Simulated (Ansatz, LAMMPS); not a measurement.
**A faulty run on amorphous Si (114 atoms)**

Program: Ansatz 0.2.0. The cell: 114 Si.

The input, input.yaml:

```yaml
crystal:
  lattice:
    - [13.2801, 0.0, 0.0]
    - [0.0, 13.2801, 0.0]
    - [0.0, 0.0, 13.2801]
  atoms:
    - { symbol: Si, position: [0.02679, 0.55916, 0.35413] }
    - { symbol: Si, position: [0.54623, 0.02972, 0.51435] }
    - { symbol: Si, position: [0.84318, 0.95236, 0.45343] }
    - { symbol: Si, position: [0.52232, 0.96474, 0.67674] }
    - { symbol: Si, position: [0.76535, 0.58032, 0.20628] }
    - { symbol: Si, position: [0.63531, 0.65978, 0.12389] }
    - { symbol: Si, position: [0.22079, 0.52795, 0.01305] }
    - { symbol: Si, position: [0.13521, 0.12234, 0.60049] }
    - { symbol: Si, position: [0.9114, 0.48651, 0.45611] }
    - { symbol: Si, position: [0.18375, 0.85492, 0.13916] }
    - { symbol: Si, position: [0.42256, 0.49478, 0.63053] }
    - { symbol: Si, position: [0.86078, 0.42458, 0.70474] }
    - { symbol: Si, position: [0.17527, 0.8909, 0.4142] }
    - { symbol: Si, position: [0.3564, 0.73334, 0.67953] }
    - { symbol: Si, position: [0.97385, 0.54448, 0.60737] }
    - { symbol: Si, position: [0.88408, 0.72909, 0.72368] }
    - { symbol: Si, position: [0.6368, 0.44137, 0.41306] }
    - { symbol: Si, position: [0.87405, 0.0051, 0.62972] }
    [... 90 atom lines left out ...]
    - { symbol: Si, position: [0.55863, 0.20966, 0.5216] }
    - { symbol: Si, position: [0.70379, 0.25643, 0.40592] }
    - { symbol: Si, position: [0.82269, 0.15725, 0.68407] }
    - { symbol: Si, position: [0.96738, 0.0413, 0.35225] }
    - { symbol: Si, position: [0.1213, 0.80863, 0.56016] }
    - { symbol: Si, position: [0.29716, 0.09173, 0.16731] }
kpoints:
  mp_grid: { grid: [1, 1, 1] }
hamiltonian:
  xc: pbe
scf:
  occupations: { method: fermi_dirac, width: 0.05 }
  eigensolver: { kind: { support_functions: { accuracy: medium, radius: 3.47 } } }
  max_iter: 150
output:
  forces: true
  eigenvalues: true
```

Run with:

```
> ansatz run input.yaml --threads 4 --pin off --max-ram 8192MiB --backend cpu --events-out ev --progress --plain --runs-dir out
```

The log of the run:

```text
Warning: scf.eigensolver.kind.support_functions: disabling space-group detection — the functions' gradient is summed over unrotated k-points, so no spatial operation reduces the k-mesh or symmetrises the density; time reversal is kept, so that k and −k are solved as one point where they differ and the mesh holds both, and exact exchange and, on two spinor components, a DFT+U term hold to it where the run has them: [...]
settings of this run that can trade accuracy for cost: scf.eigensolver.kind.support_functions [...]
Engine: ansatz 0.2.0, aarch64-unknown-linux-gnu
Pseudopotentials: kind: paw
Pseudopotential: Si, paw, valence charge 4, recommended cutoff 420 eV (normal), Si.paw.azcp
[... 5 lines on functional and potentials left out ...]
Error: SCF: the radius of support functions is under 3.88 Å, the least for these sites at the functions' level (scf.eigensolver.kind.support_functions.accuracy). Use scf.eigensolver.kind: auto, or type scf.eigensolver.kind.support_functions.radius at least as long, [...]
```

The job ended after 0.47 s (4 threads of Arm Neoverse V2, shared host; peak memory 0.23 GiB).

**Question.** What is wrong with this input, and how is it mended?

A radius under the least that the level allows: support_functions.radius = 3.47.

The fix is to use a longer radius.

The run ended with an error.

[Logs are printed without paths, hosts, clocks, repeated set-up lines and the standing remarks that a program may print on its own settings, such as how far it seeks lower states.]

[Hosts, paths, dates, database ids (printed as entryN), source tags and the programs' standing remarks are cut or masked in the printed files.]
